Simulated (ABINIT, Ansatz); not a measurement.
Planning a run of ABINIT 10.8.3 on Ba2IBrF2 (P4mm). The input:

```
acell 3*1.0 Angstrom
rprim 
  4.623364000000 0.000000000000 0.000000000000
  0.000000000000 4.623364000000 0.000000000000
  0.000000000000 0.000000000000 7.991386000000
ntypat 4
znucl 56 53 35 9
natom 6
typat 1 1 2 3 4 4
xred 
  0.500000000000 0.500000000000 0.827396000000
  0.000000000000 0.000000000000 0.185191000000
  0.000000000000 0.000000000000 0.641387000000
  0.500000000000 0.500000000000 0.340098000000
  0.500000000000 0.000000000000 0.002964000000
  0.000000000000 0.500000000000 0.002964000000
pp_dirpath "pseudos"
pseudos "Ba.upf, I.upf, Br.upf, F.upf"
ecut 36
ngkpt 4 4 4
nshiftk 1
shiftk 0 0 0
kptopt 1
chksymbreak 0
nband 31
occopt 1
tolvrs 1e-10
nstep 60
prtwf 0
optforces 0
optstress 0
indata_prefix "in"
outdata_prefix "out"
tmpdata_prefix "tmp"
```

```sh
OMP_NUM_THREADS=1 mpirun -n 4 abinit run.abi > log
```

**Question.** How long will it take on 4 MPI ranks of Arm Neoverse V1, shared host, and how much memory?

It took 1.9 min; on shared hardware allow 56 s to 3.7 min. Peak host memory was 0.59 GiB.

[Paths, hosts, dates, memory and timing lines, banners, echoed tables and standing remarks are left out of the program output.]

[Logs are printed without paths, hosts, clocks, repeated set-up lines and the standing remarks that a program may print on its own settings, such as how far it seeks lower states.]

[Runs of the session that timed out or met a known fault of the program may be left out.]

[Hosts, paths, dates, database ids (printed as entryN), source tags and the programs' standing remarks are cut or masked in the printed files.]

[G0W0 gaps are taken among the corrected bands and points alone; a level outside them can change the order at an edge.]

[Where Ansatz stands beside ABINIT at settings called matched, ABINIT's density can come from a denser mesh and the files from another edition; pairs whose starting gaps differed by over 0.03 eV were left out, so agreement reads better than it is.]
